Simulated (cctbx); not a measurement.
# K2AgPO4 with cctbx, script by script

Library: cctbx 2025.11. The data are simulated by the first script.

## 1. Simulate the data

run.py:

```python
from cctbx import adptbx, crystal, miller, sgtbx, xray
from cctbx.array_family import flex
from iotbx.shelx import hklf
from scitbx import matrix
import scitbx.random

cs = crystal.symmetry(unit_cell=(5.227, 6.4075, 10.3648, 86.102, 76.8059, 66.7521), space_group_symbol='Hall: P 1')  # P1
atoms = [  # label, site, U (iso, or U11 U22 U33 U12 U13 U23 in A^2), occupancy
    ("Ag1", (0.8691, 0.7521, 0.2504), (0.0090, 0.0109, 0.0053, -0.0076, -0.0013, 0.0018), 1),
    ("Ag2", (0.1357, 0.2472, 0.7452), (0.0087, 0.0057, 0.0044, -0.0036, -0.0019, 0.0008), 1),
    ("K1", (0.8062, 0.2611, 0.3931), (0.0143, 0.0141, 0.0152, -0.0049, -0.0021, -0.0028), 1),
    ("K2", (0.2075, 0.7448, 0.6034), (0.0072, 0.0057, 0.0057, -0.0022, 0.0006, 0.0011), 1),
    ("K3", (0.4546, 0.2393, 0.1123), (0.0240, 0.0122, 0.0134, -0.0096, -0.0105, -0.0015), 1),
    ("K4", (0.5652, 0.7487, 0.8913), (0.0106, 0.0127, 0.0095, -0.0040, -0.0044, 0.0013), 1),
    ("P1", (0.3645, 0.7516, 0.2488), (0.0094, 0.0099, 0.0102, -0.0044, -0.0004, 0.0033), 1),
    ("P2", (0.5955, 0.2703, 0.7549), (0.0106, 0.0125, 0.0266, -0.0018, -0.0093, 0.0070), 1),
    ("O1", (0.1146, 0.9693, 0.1395), (0.0149, 0.0141, 0.0097, -0.0052, -0.0026, 0.0028), 1),
    ("O2", (0.2092, 0.5494, 0.3672), (0.0177, 0.0178, 0.0155, -0.0072, -0.0033, -0.0008), 1),
    ("O3", (0.4197, 0.953, 0.3647), (0.0129, 0.0150, 0.0143, -0.0056, -0.0050, 0.0015), 1),
    ("O4", (0.7318, 0.5478, 0.1373), (0.0265, 0.0105, 0.0174, 0.0011, 0.0069, -0.0011), 1),
    ("O5", (0.8763, 0.0528, 0.8581), (0.0273, 0.0269, 0.0270, -0.0097, -0.0053, 0.0015), 1),
    ("O6", (0.5804, 0.0657, 0.6394), (0.0160, 0.0146, 0.0152, -0.0081, -0.0027, 0.0007), 1),
    ("O7", (0.7905, 0.4512, 0.6288), (0.0175, 0.0175, 0.0175, -0.0072, -0.0025, -0.0001), 1),
    ("O8", (0.261, 0.4492, 0.8718), (0.0282, 0.0175, 0.0343, -0.0085, -0.0020, -0.0130), 1),
]
xs = xray.structure(crystal_symmetry=cs)
for label, site, u, occ in atoms:
    u = adptbx.u_cif_as_u_star(cs.unit_cell(), u) if isinstance(u, tuple) else u
    xs.add_scatterer(xray.scatterer(label, site=site, u=u, occupancy=occ))
xs.set_inelastic_form_factors(0.7749, "sasaki")
xs.show_summary()
p1 = xs.expand_to_p1()
ms = miller.build_set(p1, anomalous_flag=True, d_min=0.7)
flex.set_random_seed(896643)
scitbx.random.set_random_seed(896643)
ms = ms.select(flex.random_double(ms.size()) < 0.5)
i = ms.structure_factors_from_scatterers(p1, algorithm="direct").f_calc().as_intensity_array().data()
i = i * 40000 / flex.max(i)
sig = flex.sqrt(i + flex.pow2(0.06 * i) + 2 ** 2)
noise = scitbx.random.variate(scitbx.random.normal_distribution())(i.size())
data = ms.array(data=i + sig * noise, sigmas=sig).set_observation_type_xray_intensity()
with open("data.hkl", "w") as f:
    data.export_as_shelx_hklf(f)
print("reflections written:", data.size(), " <I/sigma> = %.1f" % flex.mean(data.data() / data.sigmas()))
for h, a, b in list(data.sort("data"))[:12]:
    print("%4d%4d%4d %9.1f %7.1f" % (h + (a, b)))
```

```console
$ python run.py
```

```text
Number of scatterers: 16
At special positions: 0
Unit cell: (5.227, 6.4075, 10.3648, 86.102, 76.8059, 66.7521)
Space group: P 1 (No. 1)
reflections written: 1913  <I/sigma> = 12.3
   0   1  -3   43140.7  2353.1
   0  -1   3   40903.5  2356.9
   2   1   4   39815.8  2408.3
  -2  -1  -4   38568.6  2408.3
   0   1   3   37584.8  2386.0
  -2  -2  -1   33962.3  2071.5
  -2  -4  -1   33877.6  1957.1
  -2   2  -1   33695.0  1919.7
   2  -2   1   33396.2  1910.9
   2   4   1   31237.0  1961.5
   0   3  -3   30943.3  1908.6
   2   0   1   29981.1  2075.8
```

It took 0.25 s on 1 thread of AMD EPYC 7R13 Processor (Zen 3) (shared host), peak memory 0.07 GiB.

## 2. Refinement (right model, isotropic)

run.py:

```python
import math
from cctbx import adptbx, crystal, maptbx, sgtbx, xray
from cctbx.array_family import flex
from cctbx.xray import observations
from iotbx.shelx import hklf
from scitbx.lstbx import normal_eqns_solving
from smtbx import absolute_structure, utils
from smtbx.refinement import constraints, least_squares

cs = crystal.symmetry(unit_cell=(5.227, 6.4075, 10.3648, 86.102, 76.8059, 66.7521), space_group_symbol='Hall: P 1')  # P1
atoms = [  # label, site, U (iso, or U11 U22 U33 U12 U13 U23 in A^2), occupancy
    ("Ag1", (0.8796, 0.7464, 0.2478), 0.0200, 1),
    ("Ag2", (0.1315, 0.2537, 0.7442), 0.0200, 1),
    ("K1", (0.7996, 0.2699, 0.3917), 0.0200, 1),
    ("K2", (0.2157, 0.7293, 0.6008), 0.0200, 1),
    ("K3", (0.4462, 0.2293, 0.1152), 0.0200, 1),
    ("K4", (0.5655, 0.745, 0.8919), 0.0200, 1),
    ("P1", (0.365, 0.7503, 0.2437), 0.0200, 1),
    ("P2", (0.6015, 0.2677, 0.7562), 0.0200, 1),
    ("O1", (0.1174, 0.9717, 0.1393), 0.0200, 1),
    ("O2", (0.1971, 0.5529, 0.3672), 0.0200, 1),
    ("O3", (0.426, 0.9545, 0.3665), 0.0200, 1),
    ("O4", (0.73, 0.5497, 0.1371), 0.0200, 1),
    ("O5", (0.8802, 0.0538, 0.8596), 0.0200, 1),
    ("O6", (0.5778, 0.0722, 0.6403), 0.0200, 1),
    ("O7", (0.7887, 0.4479, 0.6314), 0.0200, 1),
    ("O8", (0.2639, 0.4488, 0.8713), 0.0200, 1),
]
xs = xray.structure(crystal_symmetry=cs)
for label, site, u, occ in atoms:
    u = adptbx.u_cif_as_u_star(cs.unit_cell(), u) if isinstance(u, tuple) else u
    xs.add_scatterer(xray.scatterer(label, site=site, u=u, occupancy=occ))
xs.set_inelastic_form_factors(0.7749, "sasaki")
raw = hklf.reader(file_name="data.hkl").as_miller_arrays(crystal_symmetry=cs, anomalous=True)[0]
merged = raw.eliminate_sys_absent().merge_equivalents()
fo2 = merged.array().set_observation_type_xray_intensity()
print("Rint %.3f, %d unique reflections to %.2f A" % (merged.r_int(), fo2.size(), fo2.d_min()))
for sc in xs.scatterers():
    sc.flags.set_grad_site(True)
    sc.flags.set_grad_u_aniso(sc.flags.use_u_aniso())
    sc.flags.set_grad_u_iso(sc.flags.use_u_iso())
obs = fo2.as_xray_observations()
extra = {}
rep = constraints.reparametrisation(xs, [], utils.connectivity_table(xs), **extra)
ls = least_squares.crystallographic_ls(obs, rep, weighting_scheme=least_squares.mainstream_shelx_weighting(a=0, b=0))
print("cycle     R1     wR2    GooF  max shift (A)")
for cycle in range(8):
    ls.build_up()
    r1, wr2, goof = ls.r1_factor(cutoff_factor=2)[0], ls.wR2(), ls.goof()
    old = xs.sites_cart()
    normal_eqns_solving.levenberg_marquardt_iterations(ls, n_max_iterations=3, tau=1e-06, step_threshold=1e-7)
    big = flex.max((xs.sites_cart() - old).norms())
    print("%4d %7.4f %7.4f %7.3f %9.5f" % (cycle + 1, r1, wr2, goof, big))
    ls.build_up(objective_only=True)
    if abs(ls.wR2() - wr2) < 5e-5 and big < 5e-4:
        break
ls.build_up()
print("final R1 %.4f wR2 %.4f GooF %.3f  parameters %d  data/parameter %.1f" % (ls.r1_factor(cutoff_factor=2)[0], ls.wR2(), ls.goof(), ls.n_parameters, fo2.size() / ls.n_parameters))
cov = ls.covariance_matrix_and_annotations()
su = dict(zip(cov.annotations, (math.sqrt(max(v, 0)) for v in cov.matrix.matrix_packed_u_diagonal())))
a2 = cs.unit_cell().reciprocal_parameters()[0] ** -2
print("atom        x        y        z      Ueq    occ   su(xyz)  su(Uiso or U11)")
for sc in xs.scatterers():
    s = max(su.get(sc.label + k, 0) for k in (".x", ".y", ".z"))
    npd = "" if sc.is_positive_definite_u(cs.unit_cell()) else "  NPD"
    print("%-5s %8.5f %8.5f %8.5f %8.4f %6.3f %8.5f %7.4f%s" % ((sc.label,) + sc.site + (sc.u_iso_or_equiv(cs.unit_cell()), sc.occupancy, s, su.get(sc.label + ".uiso", su.get(sc.label + ".u11", 0) * a2), npd)))
fo = fo2.f_sq_as_f()
fc = fo.structure_factors_from_scatterers(xs, algorithm="direct").f_calc()
diff = fo.f_obs_minus_f_calc(1 / math.sqrt(ls.scale_factor()), fc).average_bijvoet_mates()
m = diff.fft_map(symmetry_flags=maptbx.use_space_group_symmetry, resolution_factor=0.25).apply_volume_scaling()
print("difference map: max %.2f min %.2f rms %.2f" % (m.statistics().max(), m.statistics().min(), m.statistics().sigma()))
peaks = m.peak_search(parameters=maptbx.peak_search_parameters(min_distance_sym_equiv=0.6, max_clusters=6)).all()
near = xs.closest_distances(peaks.sites(), distance_cutoff=4)
sps = cs.special_position_settings(min_distance_sym_equiv=0.5)
for k, (x, h) in enumerate(zip(peaks.sites(), peaks.heights())):
    ss = sps.site_symmetry(x)
    print("Q%-3d %7.4f %7.4f %7.4f %4d %7.2f  %.2f A from %s" % ((k + 1,) + tuple(t % 1 for t in ss.exact_site()) + (ss.multiplicity(), h, near.smallest_distances[k], xs.scatterers()[near.i_seqs[k]].label)))
```

```console
$ python run.py
```

```text
Rint 0.000, 1913 unique reflections to 0.70 A
cycle     R1     wR2    GooF  max shift (A)
   1  0.3938  0.7752  10.298   0.10639
   2  0.0490  0.1621   2.154   0.02269
   3  0.0482  0.1542   2.049   0.00896
   4  0.0482  0.1540   2.046   0.00320
   5  0.0483  0.1540   2.046   0.00094
   6  0.0483  0.1540   2.046   0.00027
final R1 0.0483 wR2 0.1540 GooF 2.046  parameters 64  data/parameter 29.9
atom        x        y        z      Ueq    occ   su(xyz)  su(Uiso or U11)
Ag1    0.87153  0.75095  0.24942   0.0080  1.000  0.00015  0.0002
Ag2    0.13780  0.24643  0.74397   0.0056  1.000  0.00013  0.0002
K1     0.80562  0.26220  0.38873   0.0131  1.000  0.00061  0.0006
K2     0.20645  0.74630  0.60021   0.0078  1.000  0.00053  0.0004
K3     0.45216  0.24276  0.10936   0.0160  1.000  0.00065  0.0006
K4     0.56270  0.75146  0.88796   0.0111  1.000  0.00059  0.0005
P1     0.37584  0.74386  0.25242   0.0115  1.000  0.00081  0.0006
P2     0.60735  0.26255  0.75949   0.0190  1.000  0.00102  0.0008
O1     0.11567  0.96687  0.13768   0.0127  1.000  0.00170  0.0013
O2     0.21164  0.55029  0.36590   0.0177  1.000  0.00205  0.0016
O3     0.41852  0.94936  0.36389   0.0152  1.000  0.00180  0.0014
O4     0.72835  0.54332  0.13712   0.0234  1.000  0.00210  0.0017
O5     0.87709  0.05083  0.85786   0.0314  1.000  0.00251  0.0022
O6     0.57966  0.06392  0.63929   0.0161  1.000  0.00179  0.0014
O7     0.79351  0.45165  0.62807   0.0172  1.000  0.00206  0.0015
O8     0.25967  0.44515  0.86802   0.0234  1.000  0.00216  0.0017
difference map: max 4.07 min -2.56 rms 0.29
Q1    0.7996  0.8098  0.2610    1    4.33  0.41 A from Ag1
Q2    0.2076  0.1920  0.7326    1    3.84  0.39 A from Ag2
Q3    0.9428  0.6970  0.2391    1    3.30  0.39 A from Ag1
Q4    0.0591  0.2997  0.7576    1    2.74  0.42 A from Ag2
Q5    0.3304  0.7912  0.2655    1    1.86  0.32 A from P1
Q6    0.5455  0.2136  0.0861    1    1.79  0.46 A from K3
```

Time: 0.5 s.

## 3. Refinement (right model, anisotropic)

run.py, as its changes from the last script of this kind:

```diff
@@ -12,16 +12,16 @@
-    ("Ag1", (0.8796, 0.7464, 0.2478), 0.0200, 1),
-    ("Ag2", (0.1315, 0.2537, 0.7442), 0.0200, 1),
-    ("K1", (0.7996, 0.2699, 0.3917), 0.0200, 1),
-    ("K2", (0.2157, 0.7293, 0.6008), 0.0200, 1),
-    ("K3", (0.4462, 0.2293, 0.1152), 0.0200, 1),
-    ("K4", (0.5655, 0.745, 0.8919), 0.0200, 1),
-    ("P1", (0.365, 0.7503, 0.2437), 0.0200, 1),
-    ("P2", (0.6015, 0.2677, 0.7562), 0.0200, 1),
-    ("O1", (0.1174, 0.9717, 0.1393), 0.0200, 1),
-    ("O2", (0.1971, 0.5529, 0.3672), 0.0200, 1),
-    ("O3", (0.426, 0.9545, 0.3665), 0.0200, 1),
-    ("O4", (0.73, 0.5497, 0.1371), 0.0200, 1),
-    ("O5", (0.8802, 0.0538, 0.8596), 0.0200, 1),
-    ("O6", (0.5778, 0.0722, 0.6403), 0.0200, 1),
-    ("O7", (0.7887, 0.4479, 0.6314), 0.0200, 1),
-    ("O8", (0.2639, 0.4488, 0.8713), 0.0200, 1),
+    ("Ag1", (0.87153, 0.75095, 0.24942), 0.0080, 1),
+    ("Ag2", (0.1378, 0.24643, 0.74397), 0.0056, 1),
+    ("K1", (0.80562, 0.2622, 0.38873), 0.0131, 1),
+    ("K2", (0.20645, 0.7463, 0.60021), 0.0078, 1),
+    ("K3", (0.45216, 0.24276, 0.10936), 0.0160, 1),
+    ("K4", (0.5627, 0.75146, 0.88796), 0.0111, 1),
+    ("P1", (0.37584, 0.74386, 0.25242), 0.0115, 1),
+    ("P2", (0.60735, 0.26255, 0.75949), 0.0190, 1),
+    ("O1", (0.11567, 0.96687, 0.13768), 0.0127, 1),
+    ("O2", (0.21164, 0.55029, 0.3659), 0.0177, 1),
+    ("O3", (0.41852, 0.94936, 0.36389), 0.0152, 1),
+    ("O4", (0.72835, 0.54332, 0.13712), 0.0234, 1),
+    ("O5", (0.87709, 0.05083, 0.85786), 0.0314, 1),
+    ("O6", (0.57966, 0.06392, 0.63929), 0.0161, 1),
+    ("O7", (0.79351, 0.45165, 0.62807), 0.0172, 1),
+    ("O8", (0.25967, 0.44515, 0.86802), 0.0234, 1),
@@ -33,0 +34 @@
+xs.convert_to_anisotropic()
@@ -66,0 +68,4 @@
+fc = fo2.structure_factors_from_scatterers(xs, algorithm="direct").f_calc()
+absolute_structure.flack_analysis(xs, fo2.as_xray_observations()).show()
+h = absolute_structure.hooft_analysis(fo2, fc, scale_factor=ls.scale_factor())
+print("Hooft y: %.3f(%.0f)  Bijvoet pairs: %d" % (h.hooft_y, 1000 * h.sigma_y, h.n_bijvoet_pairs))
```

```console
$ python run.py
```

```text
Rint 0.000, 1913 unique reflections to 0.70 A
cycle     R1     wR2    GooF  max shift (A)
   1  0.0483  0.1540   2.092   0.08418
   2  0.0267  0.0728   0.989   0.00543
   3  0.0265  0.0721   0.980   0.00098
   4  0.0265  0.0721   0.980   0.00019
final R1 0.0265 wR2 0.0721 GooF 0.980  parameters 144  data/parameter 13.3
atom        x        y        z      Ueq    occ   su(xyz)  su(Uiso or U11)
Ag1    0.87107  0.75119  0.24912   0.0072  1.000  0.00009  0.0002
Ag2    0.13763  0.24631  0.74391   0.0059  1.000  0.00008  0.0002
K1     0.80788  0.26088  0.39195   0.0144  1.000  0.00037  0.0006
K2     0.20905  0.74433  0.60218   0.0065  1.000  0.00031  0.0005
K3     0.45588  0.23872  0.11117   0.0146  1.000  0.00039  0.0007
K4     0.56666  0.74811  0.89013   0.0105  1.000  0.00033  0.0005
P1     0.36650  0.75061  0.24753   0.0101  1.000  0.00067  0.0006
P2     0.59789  0.26930  0.75360   0.0169  1.000  0.00064  0.0010
O1     0.11664  0.96828  0.13766   0.0141  1.000  0.00104  0.0019
O2     0.21201  0.54834  0.36551   0.0175  1.000  0.00118  0.0021
O3     0.42094  0.95180  0.36361   0.0130  1.000  0.00098  0.0017
O4     0.73379  0.54681  0.13642   0.0238  1.000  0.00122  0.0023
O5     0.87962  0.05118  0.85646   0.0269  1.000  0.00131  0.0026
O6     0.58193  0.06486  0.63882   0.0145  1.000  0.00103  0.0019
O7     0.79227  0.45083  0.62800   0.0171  1.000  0.00119  0.0021
O8     0.26372  0.44788  0.87017   0.0266  1.000  0.00125  0.0024
Flack x: 0.02(2)
Hooft y: 0.026(37)  Bijvoet pairs: 484
difference map: max 0.61 min -0.70 rms 0.16
Q1    0.6847  0.5213  0.2446    1    0.64  1.11 A from O4
Q2    0.3290  0.4669  0.7574    1    0.63  1.15 A from O8
Q3    0.7163  0.9021  0.6227    1    0.61  1.00 A from O6
Q4    0.5029  0.3840  0.1308    1    0.60  1.09 A from K3
Q5    0.0309  0.9938  0.5856    1    0.58  1.52 A from K2
Q6    0.2490  0.9161  0.6256    1    0.58  1.25 A from K2
```

Time: 0.46 s.

## 4. Refinement

run.py, as its changes from the last script of this kind:

```diff
@@ -33 +33 @@
-xs.set_inelastic_form_factors(0.7749, "sasaki")
+xs.set_inelastic_form_factors(1.54184, "sasaki")
@@ -48 +48 @@
-for cycle in range(8):
+for cycle in range(12):
@@ -68,4 +67,0 @@
-fc = fo2.structure_factors_from_scatterers(xs, algorithm="direct").f_calc()
-absolute_structure.flack_analysis(xs, fo2.as_xray_observations()).show()
-h = absolute_structure.hooft_analysis(fo2, fc, scale_factor=ls.scale_factor())
-print("Hooft y: %.3f(%.0f)  Bijvoet pairs: %d" % (h.hooft_y, 1000 * h.sigma_y, h.n_bijvoet_pairs))
```

```console
$ python run.py
```

```text
Rint 0.000, 1913 unique reflections to 0.70 A
cycle     R1     wR2    GooF  max shift (A)
   1  0.0535  0.1707   2.319   0.06371
   2  0.0304  0.0927   1.259   0.00935
   3  0.0304  0.0925   1.256   0.00167
   4  0.0304  0.0924   1.256   0.00031
final R1 0.0304 wR2 0.0924 GooF 1.256  parameters 144  data/parameter 13.3
atom        x        y        z      Ueq    occ   su(xyz)  su(Uiso or U11)
Ag1    0.87102  0.75126  0.24930   0.0081  1.000  0.00010  0.0003
Ag2    0.13746  0.24647  0.74408   0.0067  1.000  0.00009  0.0003
K1     0.80724  0.26072  0.39147   0.0143  1.000  0.00046  0.0008
K2     0.20849  0.74423  0.60187   0.0067  1.000  0.00039  0.0006
K3     0.45539  0.23900  0.11085   0.0149  1.000  0.00050  0.0009
K4     0.56616  0.74854  0.88963   0.0101  1.000  0.00042  0.0007
P1     0.36854  0.74888  0.24807   0.0103  1.000  0.00082  0.0008
P2     0.60043  0.26771  0.75416   0.0177  1.000  0.00080  0.0012
O1     0.11811  0.96815  0.13754   0.0128  1.000  0.00121  0.0022
O2     0.21295  0.54784  0.36482   0.0160  1.000  0.00136  0.0024
O3     0.42208  0.95165  0.36254   0.0127  1.000  0.00120  0.0021
O4     0.73167  0.54697  0.13515   0.0231  1.000  0.00146  0.0029
O5     0.88029  0.05117  0.85682   0.0271  1.000  0.00157  0.0032
O6     0.58315  0.06478  0.63776   0.0139  1.000  0.00121  0.0022
O7     0.79256  0.45074  0.62693   0.0163  1.000  0.00135  0.0024
O8     0.26409  0.44968  0.86790   0.0249  1.000  0.00145  0.0027
difference map: max 0.68 min -0.78 rms 0.18
Q1    0.6886  0.5205  0.2403    1    0.74  1.08 A from O4
Q2    0.8563  0.1093  0.8765    1    0.65  0.40 A from O5
Q3    0.3379  0.4511  0.7638    1    0.64  1.06 A from O8
Q4    0.6065  0.9187  0.2899    1    0.64  1.03 A from O3
Q5    0.0742  0.1050  0.3514    1    0.63  1.34 A from K1
Q6    0.1312  0.7886  0.1916    1    0.63  1.23 A from O1
```

Time: 0.47 s.

This run holds a fault made on purpose: dispersion terms of the wrong wavelength.

## 5. Refinement

run.py, as its changes from the last script of this kind:

```diff
@@ -14,5 +14,5 @@
-    ("K1", (0.80562, 0.2622, 0.38873), 0.0131, 1),
-    ("K2", (0.20645, 0.7463, 0.60021), 0.0078, 1),
-    ("K3", (0.45216, 0.24276, 0.10936), 0.0160, 1),
-    ("K4", (0.5627, 0.75146, 0.88796), 0.0111, 1),
-    ("P1", (0.37584, 0.74386, 0.25242), 0.0115, 1),
+    ("P1", (0.80562, 0.2622, 0.38873), 0.0131, 1),
+    ("K1", (0.20645, 0.7463, 0.60021), 0.0078, 1),
+    ("K2", (0.45216, 0.24276, 0.10936), 0.0160, 1),
+    ("K3", (0.5627, 0.75146, 0.88796), 0.0111, 1),
+    ("K4", (0.37584, 0.74386, 0.25242), 0.0115, 1),
@@ -33 +33 @@
-xs.set_inelastic_form_factors(1.54184, "sasaki")
+xs.set_inelastic_form_factors(0.7749, "sasaki")
```

```console
$ python run.py
```

```text
Rint 0.000, 1913 unique reflections to 0.70 A
cycle     R1     wR2    GooF  max shift (A)
   1  0.0736  0.2682   3.643   0.06073
   2  0.0399  0.1432   1.945   0.01058
   3  0.0395  0.1423   1.933   0.00596
   4  0.0395  0.1422   1.932   0.00220
   5  0.0395  0.1422   1.932   0.00143
   6  0.0395  0.1422   1.932   0.00078
   7  0.0395  0.1422   1.932   0.00053
   8  0.0395  0.1422   1.932   0.00032
final R1 0.0395 wR2 0.1422 GooF 1.932  parameters 144  data/parameter 13.3
atom        x        y        z      Ueq    occ   su(xyz)  su(Uiso or U11)
Ag1    0.87116  0.75103  0.24929   0.0067  1.000  0.00017  0.0004
Ag2    0.13767  0.24633  0.74402   0.0041  1.000  0.00015  0.0004
P1     0.80660  0.26101  0.39263   0.0048  1.000  0.00086  0.0013
K1     0.20762  0.74428  0.60316   0.0056  1.000  0.00071  0.0011
K2     0.45643  0.23967  0.10937   0.0128  1.000  0.00088  0.0014  NPD
K3     0.56766  0.74882  0.88797   0.0119  1.000  0.00080  0.0012
K4     0.37198  0.74869  0.24928   0.0190  1.000  0.00136  0.0014
P2     0.60253  0.26775  0.75496   0.0165  1.000  0.00149  0.0023
O1     0.11396  0.96525  0.13601   0.0102  1.000  0.00193  0.0031  NPD
O2     0.20675  0.54704  0.37074   0.0146  1.000  0.00217  0.0036
O3     0.42234  0.95004  0.36452   0.0105  1.000  0.00180  0.0031
O4     0.72978  0.54894  0.13384   0.0236  1.000  0.00233  0.0047
O5     0.87420  0.04953  0.85653   0.0314  1.000  0.00261  0.0060
O6     0.58261  0.06457  0.63971   0.0123  1.000  0.00194  0.0035
O7     0.78963  0.44868  0.63307   0.0156  1.000  0.00233  0.0042
O8     0.25877  0.45043  0.86909   0.0244  1.000  0.00225  0.0043
difference map: max 2.10 min -1.61 rms 0.27
Q1    0.2037  0.7596  0.5792    1    2.14  0.26 A from K1
Q2    0.8111  0.2435  0.4224    1    2.11  0.32 A from P1
Q3    0.1577  0.2348  0.7341    1    2.09  0.13 A from Ag2
Q4    0.8704  0.7524  0.2547    1    1.75  0.06 A from Ag1
Q5    0.7715  0.2960  0.3714    1    1.69  0.33 A from P1
Q6    0.4659  0.2287  0.0744    1    1.65  0.36 A from K2
```

Time: 0.65 s.

This run holds a fault made on purpose: elements exchanged: K4 is P and P1 is K.

[Logs are printed without paths, hosts, clocks, repeated set-up lines and the standing remarks that a program may print on its own settings, such as how far it seeks lower states.]
